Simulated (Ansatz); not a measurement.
**Changed inputs in constrained RPA: CaVO3 (Pm-3m)**

Wanted: the sensitivity and cost of U and J for CaVO3 (Pm-3m).

Method: constrained RPA on LDA, plane waves, PAW, in Ansatz 0.2.0.

### 1. Set-up

Symmetry: Pm-3m, No. 221, cubic system. Conventional cell: a = 3.830 Å, b = 3.830 Å, c = 3.830 Å, α = 90.00°, β = 90.00°, γ = 90.00°. Nearest to Ca lie 12 O at 2.71 Å. Nearest to V lie 6 O at 1.92 Å. O has 2 V at 1.92 Å and 4 Ca at 2.71 Å nearest. Farther neighbours and most contacts between anions are not listed.

The cell and positions are those that the Materials Project relaxed with its own functionals (PBE, PBE+U or r2SCAN), kept fixed. The program's search for lower electronic states was switched off, so nothing shows that the state found is the lowest. The default PAW set here is soft_2. Its files were made with PBE.

### 2. Base: V t2g, bands v1 to c2, 6×6×6 mesh, medium accuracy

Constrained RPA screens the interaction with every transition except those inside the target bands, which a later many-body model would treat itself.

Contents of input.yaml:

```yaml
crystal:
  lattice:
    - [0.0, -3.830406, 0.0]
    - [0.0, 0.0, 3.830406]
    - [-3.830406, 0.0, 0.0]
  atoms:
    - { symbol: Ca, position: [0.0, 0.0, 0.0] }
    - { symbol: V, position: [0.5, 0.5, 0.5] }
    - { symbol: O, position: [0.5, 0.5, 0.0] }
    - { symbol: O, position: [0.5, 0.0, 0.5] }
    - { symbol: O, position: [0.0, 0.5, 0.5] }
kpoints:
  mp_grid: { grid: [6, 6, 6] }
hamiltonian:
  xc: lda
scf:
  occupations: { method: gaussian, width: 0.08 }
  n_extra_bands: 19
  max_iter: 150
  lower_state_search: "off"
output:
  crpa:
    kmesh: [6, 6, 6]
    target_bands: [v1, c2]
    projections: [{ species: V, l: d, shell: 3, orbitals: [dxz, dyz, dxy] }]
  local_orbitals:
    kmesh: [6, 6, 6]
    orbitals: [{ species: V, l: d, shell: 3, orbitals: [dxz, dyz, dxy] }]
    window: { bands: [v1, c2] }
    seedname: lo
```

Command:

```console
$ ansatz run input.yaml --threads 4 --pin off --max-ram 14745MiB --backend cpu --events-out ev --progress --plain --runs-dir out
```

Numbers of over 12 decimals in the logs are rounded to 6 here.

The program printed:

```text
scf.n_extra_bands = 19 over 21 filled bands (N_el = 41.0): the run solves 40 bands
Engine: ansatz 0.2.0, aarch64-unknown-linux-gnu
Pseudopotentials: kind: paw
Pseudopotential: Ca, paw, valence charge 10, recommended cutoff 420 eV (normal), Ca.paw.azcp
Pseudopotential: V, paw, valence charge 13, recommended cutoff 420 eV (normal), V.paw.azcp
Pseudopotential: O, paw, valence charge 6, recommended cutoff 420 eV (normal), O.paw.azcp
Functional definition: SPW92
  exchange = slater_x
  correlation = pw_c
Crystal: 5 atoms, lattice volume = 56.200 Å³
Basis set: ecut = 420 eV, 1045 PW (Γ)
Bands: 40, of which v1, the nominal top of the filled ones, is band 21 counted from 1 (20 counted from 0)
Symmetry: 48 space group operations
Space group: Pm-3m (ITA 221), of the structure as read, at distance tolerance 3.8e-5 Å
k-points: 20 of 216
Non-local potential: Ca, projectors of the file, l = 0: 3, l = 1: 2, l = 2: 2
Non-local potential: V, projectors of the file, l = 0: 3, l = 1: 2, l = 2: 3, l = 3: 1
Non-local potential: O, projectors of the file, l = 0: 2, l = 1: 2, l = 2: 1
PAW form: soft (Blöchl's): semilocal exchange-correlation on the pseudo side does not see the compensation charge
PAW frozen core: Ca, regenerated for the run's functional, and the local potential with it (the file was generated under x = pbe(κ = 0.804, μ = 0.219515), c = pbe(β = 0.066725))
PAW frozen core: V, regenerated for the run's functional, and the local potential with it (the file was generated under x = pbe(κ = 0.804, μ = 0.219515), c = pbe(β = 0.066725))
PAW frozen core: O, regenerated for the run's functional, and the local potential with it (the file was generated under x = pbe(κ = 0.804, μ = 0.219515), c = pbe(β = 0.066725))
PAW one-centre angular grid: Ca, 110 points (default); XC on 64 Gauss nodes
PAW one-centre angular grid: V, 590 points (default); XC on 64 Gauss nodes
PAW one-centre angular grid: O, 110 points (default); XC on 64 Gauss nodes
Initial density: superposition of atomic densities (neutral atoms: chi_scale 0, normalization atom), corrected by the library's trained network
Initial wavefunctions: pseudopotential atomic-orbital guess
Functional: x = slater, c = lda
SCF iter   1: F=—  HF=-6305.469650 eV  |F-HF|=—  |Δ(HF+E_count)|=         —  Δρ=2.08e-2  dr2=2.28e-1  ethr=1.77e-3  ⟨swp⟩=7.7  Hψ=3819  notcnv=0  defer=106
preconditioner: auto → Kerker (q_TF=auto, 2.589 Å⁻¹)  [metal: Δε(μ)=0.079 eV  Ē_g=18.960 eV  σ=0.080 eV  W_gap=0.45  n_scr=18 (ndim 8)  ℏωp=27.6 eV  f_vac=0.003  D(μ)=2.24/eV (n_scr^D=18)]
SCF iter   2: F=—  HF=-6305.433135 eV  |F-HF|=—  |Δ(HF+E_count)|=   3.65e-2  Δρ=1.10e-2  dr2=7.05e-2  ethr=5.57e-4  ⟨swp⟩=2.0  Hψ=1041  notcnv=0  defer=191
[...]
SCF 1 converged in 7 iterations: F = -6305.418684 eV  dr2 = 1.56e-8
[...]
NSCF: frozen V_eff on 23 k-points
NSCF: frozen V_eff on 20 k-points
[...]
cRPA screening: q 1/216
cRPA screening: q 2/216
cRPA screening: q 8/216 (q-point 3)
cRPA screening: q 14/216 (q-point 4)
cRPA screening: q 17/216 (q-point 8)
cRPA screening: q 29/216 (q-point 9)
cRPA screening: q 53/216 (q-point 10)
cRPA screening: q 65/216 (q-point 15)
cRPA screening: q 77/216 (q-point 16)
cRPA screening: q 89/216 (q-point 22)
[...]
cRPA screening: q 190/216 (q-point 87)
cRPA screening: q 198/216 (q-point 88)
cRPA screening: q 210/216 (q-point 94)
cRPA screening: q 216/216 (q-point 130)
SCF converged after 7 iterations
Free energy (F): -6305.418684 eV
Harris-Foulkes:  -6305.418684 eV  (|F-HF|=5.40e-9)
Internal energy: -6305.411185 eV  (E = F + TS)
E sigma→0 (E₀):  -6305.414934 eV
Entropy (-TS):   -0.007499 eV (-1.500 meV/atom)
Fermi energy:    10.983051 eV
--- Per-component energies (eV) ---
  E_band       = -321.691827
  E_kinetic    = 1132.950010
  E_local      = -2746.628267  (includes V_loc(G=0)·N_el)
  E_nonlocal   = 169.540564
  E_hartree    = 1053.082889
  E_xc         = -482.867499
  E_vxc        = -615.654933  (∫ρ·V_xc dr)
  E_paw        = -2314.841935  (= ΣΔE_a)
  E_vpaw       = -368.072336  (= ΣTr[D̂ρ^β])
  E_aug_tail   = 0.007769  (compensation charges beyond the density's cutoff)
  E_ewald      = -3117.574795
  E_core_change = 0.920080  (= ΣΔE_core)
  E_smearing   = -0.007499  (= −TS)
  E_closure    = 0.000000  (closes the sum)
  Σ components = -6305.418684   (vs F -6305.418684, Δ=0.00e0)
--- Band table (eV; the first three rows and the last of 20) ---
  k-point 0: bands = [... 17 lower, 8.5465, 8.5465, 8.5465, 10.0675, 10.0675, 10.0675, 12.3568, 12.3568, ... 15 higher]
  k-point 1: bands = [... 17 lower, 7.7157, 8.3876, 8.3876, 10.0989, 10.7182, 10.7182, 12.3669, 13.1535, ... 15 higher]
  k-point 2: bands = [... 17 lower, 7.2062, 8.2626, 8.2626, 10.1638, 11.6483, 11.6483, 12.3790, 14.2346, ... 15 higher]
  k-point 19: bands = [... 17 lower, 9.0754, 9.0754, 9.0754, 12.5516, 12.5516, 12.5516, 14.9466, 14.9466, ... 15 higher]
--- cRPA (band scheme, projected local orbitals): target bands 21..23 (1-based), 3 Wannier function(s), 6×6×6 mesh, 46 bands' worth read of 51 solved, ecut_chi 136.0 eV, v(q+G=0) probe_charge, pair densities all_electron ---
  bands read: the sum over 46 bands ends inside a degenerate multiplet in 36 slots, whose members it reads at an even weight; the widest, k=0: bands 45 to 47 (counted from 1) at 2/3 each
  χ-basis size per q: N_G = 196..216
  window electrons = 1.0000, filled by tetrahedron_uncorrected; constrained ε̄⁻¹(q = 0, 0) head = 0.165968; min gauge Gram eig = 0.7102
  Kanamori averages over each shell's own Wannier functions (sites counted from 0, functions from 1):
    Site 1, 3D, 3 of 5 d orbitals (Wannier functions 1, 2, 3; wannier90's mr 2, 3, 5):
      screened: U = 3.1944 eV, U' = 2.3413 eV, J = 0.4086 eV
      screened, to within: U = 4.6e-3 eV, U' = 4.6e-3 eV, J = 6.5e-4 eV
      bare: V = 16.1020 eV, V' = 14.9190 eV, J = 0.5557 eV
  Hermiticity witness max|P − P†| over intra, direct and exchange elements: 5.33e-15 eV (screened), 1.26e-19 eV (bare)
  Reality witness max|Im| over intra, direct and exchange elements: 1.25e-19 eV (screened), 5.16e-19 eV (bare)
```

Elapsed: 2.4 min, on 4 threads of Arm Neoverse V1, shared host; peak memory 0.7 GiB.

This step gave:

| Property | Result |
| --- | --- |
| U | 3.194 eV |
| U prime (inter-orbital) | 2.341 eV |
| J | 0.4086 eV |
| bare V | 16.10 eV |
| bare J | 0.5557 eV |
| stated bound on U | 0.004521 eV |
| U over bare V | 0.1984 |
| electrons in the window | 1.000 |
| head of the constrained inverse dielectric matrix | 0.1660 |
| least eigenvalue of the projection's overlap | 0.7102 |
| target functions | 3 |
| bands in the sums | 46 |
| r.m.s. miss of the model bands | 0.003468 eV |
| width of the target bands | 2.484 eV |
| weight of the projected orbitals in the window | 0.7797 |

On the V t2g shell, screening brings the on-site interaction from 16.1 eV down to U = 3.19 eV.

### 3. Changed: 4×4×4 mesh

input.yaml, the sections that differ from step 2:

```yaml
output:
  crpa:
    kmesh: [4, 4, 4]
    target_bands: [v1, c2]
    projections: [{ species: V, l: d, shell: 3, orbitals: [dxz, dyz, dxy] }]
# crystal, kpoints, hamiltonian, scf: as in step 2
```

The program printed:

```text
[...]
Crystal: 5 atoms, lattice volume = 56.200 Å³
Basis set: ecut = 420 eV, 1045 PW (Γ)
Bands: 40, of which v1, the nominal top of the filled ones, is band 21 counted from 1 (20 counted from 0)
Symmetry: 48 space group operations
[...]
k-points: 20 of 216
[...]
SCF iter   1: F=—  HF=-6305.469650 eV  |F-HF|=—  |Δ(HF+E_count)|=         —  Δρ=2.08e-2  dr2=2.28e-1  ethr=1.77e-3  ⟨swp⟩=7.7  Hψ=3819  notcnv=0  defer=106
[...]
SCF iter   7: F=-6305.418684 eV  HF=-6305.418684 eV  |F-HF|=5.40e-9  |Δ(HF+E_count)|=   4.82e-7  Δρ=5.93e-6  dr2=1.56e-8  ethr=2.44e-10  ⟨swp⟩=8.2  Hψ=3798  notcnv=0
SCF 1 converged in 7 iterations: F = -6305.418684 eV  dr2 = 1.56e-8
[...]
NSCF: frozen V_eff on 10 k-points
[...]
cRPA screening: q 1/64
cRPA screening: q 2/64
cRPA screening: q 8/64 (q-point 3)
cRPA screening: q 11/64 (q-point 6)
cRPA screening: q 23/64 (q-point 7)
cRPA screening: q 35/64 (q-point 11)
cRPA screening: q 38/64 (q-point 22)
cRPA screening: q 46/64 (q-point 23)
cRPA screening: q 58/64 (q-point 27)
cRPA screening: q 64/64 (q-point 43)
SCF converged after 7 iterations
Free energy (F): -6305.418684 eV
[...]
Internal energy: -6305.411185 eV  (E = F + TS)
E sigma→0 (E₀):  -6305.414934 eV
Entropy (-TS):   -0.007499 eV (-1.500 meV/atom)
Fermi energy:    10.983051 eV
[...]
--- Band table (eV; the first three rows and the last of 20) ---
  k-point 0: bands = [... 17 lower, 8.5465, 8.5465, 8.5465, 10.0675, 10.0675, 10.0675, 12.3568, 12.3568, ... 15 higher]
  k-point 1: bands = [... 17 lower, 7.7157, 8.3876, 8.3876, 10.0989, 10.7182, 10.7182, 12.3669, 13.1535, ... 15 higher]
  k-point 2: bands = [... 17 lower, 7.2062, 8.2626, 8.2626, 10.1638, 11.6483, 11.6483, 12.3790, 14.2346, ... 15 higher]
  k-point 19: bands = [... 17 lower, 9.0754, 9.0754, 9.0754, 12.5516, 12.5516, 12.5516, 14.9466, 14.9466, ... 15 higher]
[...]
χ-basis size per q: N_G = 196..216
[...]
Site 1, 3D, 3 of 5 d orbitals (Wannier functions 1, 2, 3; wannier90's mr 2, 3, 5):
      screened: U = 3.2004 eV, U' = 2.3439 eV, J = 0.4100 eV
      screened, to within: U = 4.5e-3 eV, U' = 4.5e-3 eV, J = 6.6e-4 eV
      bare: V = 16.1691 eV, V' = 14.9824 eV, J = 0.5576 eV
[...]
```

The job ended after 24 s (4 threads; peak memory 0.51 GiB).

Numbers from this step:

```yaml
u: 3.200 eV
u_prime_inter_orbital: 2.344 eV
j: 0.4100 eV
bare_v: 16.17 eV
bare_j: 0.5576 eV
stated_bound_on_u: 0.004438 eV
u_over_bare_v: 0.1979
electrons_in_the_window: 1.000
head_of_the_constrained_inverse_dielectric_matrix: 0.1572
least_eigenvalue_of_the_projection_s_overlap: 0.7128
target_functions: 3
bands_in_the_sums: 46
width_of_the_target_bands: 2.484 eV
weight_of_the_projected_orbitals_in_the_window: 0.7797
```

On the V t2g shell, screening brings the on-site interaction from 16.2 eV down to U = 3.20 eV.

### 4. Changed: 8×8×8 mesh

input.yaml, as its differences from that of step 3:

```diff
@@ -22,3 +22,3 @@
   crpa:
-    kmesh: [4, 4, 4]
+    kmesh: [8, 8, 8]
     target_bands: [v1, c2]
```

The program printed:

```text
[...]
Crystal: 5 atoms, lattice volume = 56.200 Å³
Basis set: ecut = 420 eV, 1045 PW (Γ)
Bands: 40, of which v1, the nominal top of the filled ones, is band 21 counted from 1 (20 counted from 0)
Symmetry: 48 space group operations
[...]
k-points: 20 of 216
[...]
k-point 19: bands = [... 17 lower, 9.0754, 9.0754, 9.0754, 12.5516, 12.5516, 12.5516, 14.9466, 14.9466, ... 15 higher]
[...]
χ-basis size per q: N_G = 190..216
[...]
Site 1, 3D, 3 of 5 d orbitals (Wannier functions 1, 2, 3; wannier90's mr 2, 3, 5):
      screened: U = 3.2011 eV, U' = 2.3482 eV, J = 0.4085 eV
      screened, to within: U = 4.6e-3 eV, U' = 4.6e-3 eV, J = 6.5e-4 eV
      bare: V = 16.0917 eV, V' = 14.9091 eV, J = 0.5555 eV
[...]
[key lines of the parts left out:]
SCF converged after 7 iterations
Free energy (F): -6305.418684 eV
Fermi energy:    10.983051 eV
```

The job ended after 9.8 min (4 threads; peak memory 1.1 GiB).

Numbers from this step:

```
U                                                 : 3.201 eV
U prime (inter-orbital)                           : 2.348 eV
J                                                 : 0.4085 eV
bare V                                            : 16.09 eV
bare J                                            : 0.5555 eV
stated bound on U                                 : 0.004544 eV
U over bare V                                     : 0.1989
electrons in the window                           : 1.0000
head of the constrained inverse dielectric matrix : 0.1694
least eigenvalue of the projection's overlap      : 0.7102
target functions                                  : 3
bands in the sums                                 : 46
width of the target bands                         : 2.484 eV
weight of the projected orbitals in the window    : 0.7797
```

On the V t2g shell, screening brings the on-site interaction from 16.1 eV down to U = 3.20 eV.

### 5. Changed: 2×2×2 mesh

input.yaml, as its differences from that of step 4:

```diff
@@ -22,3 +22,3 @@
   crpa:
-    kmesh: [8, 8, 8]
+    kmesh: [2, 2, 2]
     target_bands: [v1, c2]
```

The program printed:

```text
[...]
Crystal: 5 atoms, lattice volume = 56.200 Å³
Basis set: ecut = 420 eV, 1045 PW (Γ)
Bands: 40, of which v1, the nominal top of the filled ones, is band 21 counted from 1 (20 counted from 0)
Symmetry: 48 space group operations
[...]
k-points: 20 of 216
[...]
k-point 19: bands = [... 17 lower, 9.0754, 9.0754, 9.0754, 12.5516, 12.5516, 12.5516, 14.9466, 14.9466, ... 15 higher]
[...]
χ-basis size per q: N_G = 196..216
[...]
Site 1, 3D, 3 of 5 d orbitals (Wannier functions 1, 2, 3; wannier90's mr 2, 3, 5):
      screened: U = 3.4906 eV, U' = 2.5759 eV, J = 0.4368 eV
      screened, to within: U = 4.5e-3 eV, U' = 4.5e-3 eV, J = 7.3e-4 eV
      bare: V = 16.9727 eV, V' = 15.7284 eV, J = 0.5869 eV
[...]
[key lines of the parts left out:]
SCF converged after 7 iterations
Free energy (F): -6305.418684 eV
Fermi energy:    10.983051 eV
```

It took 4.2 s on 4 threads; peak memory 0.44 GiB; 14 s of CPU time.

This step gave:

```
U                                                 : 3.491 eV
U prime (inter-orbital)                           : 2.576 eV
J                                                 : 0.4368 eV
bare V                                            : 16.97 eV
bare J                                            : 0.5869 eV
stated bound on U                                 : 0.004438 eV
U over bare V                                     : 0.2057
electrons in the window                           : 1.000
head of the constrained inverse dielectric matrix : 0.1226
least eigenvalue of the projection's overlap      : 0.7130
target functions                                  : 3
bands in the sums                                 : 46
width of the target bands                         : 2.484 eV
weight of the projected orbitals in the window    : 0.7797
```

On the V t2g shell, screening brings the on-site interaction from 17.0 eV down to U = 3.49 eV.

### 6. Changed: sums over states

input.yaml, as its differences from that of step 5:

```diff
@@ -22,4 +22,7 @@
   crpa:
-    kmesh: [2, 2, 2]
+    kmesh: [6, 6, 6]
     target_bands: [v1, c2]
     projections: [{ species: V, l: d, shell: 3, orbitals: [dxz, dyz, dxy] }]
+    accuracy: sum_over_states
+    n_empty_bands: 84
+    ecut_chi: 250
```

The program printed:

```text
[...]
Crystal: 5 atoms, lattice volume = 56.200 Å³
Basis set: ecut = 420 eV, 1045 PW (Γ)
Bands: 40, of which v1, the nominal top of the filled ones, is band 21 counted from 1 (20 counted from 0)
Symmetry: 48 space group operations
[...]
k-points: 20 of 216
[...]
χ-basis size per q: N_G = 480..514
[...]
U and J over all bands: no bound (output.crpa.accuracy: sum_over_states); those below are of the sums over the bands read on the sphere of ecut_chi, with what the atoms add
[...]
Site 1, 3D, 3 of 5 d orbitals (Wannier functions 1, 2, 3; wannier90's mr 2, 3, 5):
      screened: U = 3.2596 eV, U' = 2.3357 eV, J = 0.4398 eV
      bare: V = 16.1020 eV, V' = 14.9190 eV, J = 0.5557 eV
[...]
[key lines of the parts left out:]
SCF converged after 7 iterations
Free energy (F): -6305.418684 eV
Fermi energy:    10.983051 eV
```

Wall time 50 s (4 threads); peak memory 0.99 GiB.

This variant gives U = 3.26 eV against 3.19 eV. It is a finite sum over empty states with no bound on its error and stays out of the table below.

### 7. Changed: accuracy high

input.yaml, as its differences from that of step 6:

```diff
@@ -25,4 +25,2 @@
     projections: [{ species: V, l: d, shell: 3, orbitals: [dxz, dyz, dxy] }]
-    accuracy: sum_over_states
-    n_empty_bands: 84
-    ecut_chi: 250
+    accuracy: high
```

The program printed:

```text
[...]
Crystal: 5 atoms, lattice volume = 56.200 Å³
Basis set: ecut = 420 eV, 1045 PW (Γ)
Bands: 40, of which v1, the nominal top of the filled ones, is band 21 counted from 1 (20 counted from 0)
Symmetry: 48 space group operations
[...]
k-points: 20 of 216
[...]
k-point 19: bands = [... 17 lower, 9.0754, 9.0754, 9.0754, 12.5516, 12.5516, 12.5516, 14.9466, 14.9466, ... 15 higher]
[...]
χ-basis size per q: N_G = 196..216
[...]
Site 1, 3D, 3 of 5 d orbitals (Wannier functions 1, 2, 3; wannier90's mr 2, 3, 5):
      screened: U = 3.1953 eV, U' = 2.3420 eV, J = 0.4087 eV
      screened, to within: U = 2.6e-4 eV, U' = 2.6e-4 eV, J = 4.8e-5 eV
      bare: V = 16.1020 eV, V' = 14.9190 eV, J = 0.5557 eV
[...]
[key lines of the parts left out:]
SCF converged after 7 iterations
Free energy (F): -6305.418684 eV
Fermi energy:    10.983051 eV
```

Wall time 4 min (4 threads); peak memory 0.77 GiB.

Numbers from this step:

* U: 3.195 eV
* U prime (inter-orbital): 2.342 eV
* J: 0.4087 eV
* bare V: 16.10 eV
* bare J: 0.5557 eV
* stated bound on U: 2.58e-4 eV
* U over bare V: 0.1984
* electrons in the window: 1.000
* head of the constrained inverse dielectric matrix: 0.1660
* least eigenvalue of the projection's overlap: 0.7102
* target functions: 3
* bands in the sums: 46
* width of the target bands: 2.484 eV
* weight of the projected orbitals in the window: 0.7797

On the V t2g shell, screening brings the on-site interaction from 16.1 eV down to U = 3.20 eV.

### 8. Changed: a keyword of another program

input.yaml, as its differences from that of step 7:

```diff
@@ -25,2 +25,2 @@
     projections: [{ species: V, l: d, shell: 3, orbitals: [dxz, dyz, dxy] }]
-    accuracy: high
+    NTARGET_STATES: 1
```

The program printed:

```text
Error: YAML parse error: error: line 26 column 5: unknown field `NTARGET_STATES`, expected one of accuracy, bounded_pairs, pair_densities, n_empty_bands, n_guard_bands, ecut_chi, kmesh, target_bands, projections
  --> <input>:26:5
   |
24 |     target_bands: [v1, c2]
25 |     projections: [{ species: V, l: d, shell: 3, orbitals: [dxz, dyz, …
26 |     NTARGET_STATES: 1
   |     ^ unknown field `NTARGET_STATES`, expected one of accuracy, bounded_pairs, pair_densities, n_empty_bands, n_guard_bands, ecut_chi, kmesh, target_bands, projections
```

The job ended after 0.02 s (4 threads; peak memory 0.023 GiB).

The program refused the input before any cycle.

The program's message: “Error: YAML parse error: error: line 26 column 5: unknown field `NTARGET_STATES`, expected one of accuracy, bounded_pairs, pair_densities, n_empty_bands, n_guard_bands, ecut_chi, kmesh, target_bands, …”

The fault put into this input: a keyword of another program.

(Continued in part 2 of 2.)

[Paths, hosts, dates, memory and timing lines, banners, echoed tables and standing remarks are left out of the program output.]

[Logs are printed without paths, hosts, clocks, repeated set-up lines and the standing remarks that a program may print on its own settings, such as how far it seeks lower states.]

[Runs of the session that timed out or met a known fault of the program may be left out.]

[Hosts, paths, dates, database ids (printed as entryN), source tags and the programs' standing remarks are cut or masked in the printed files.]
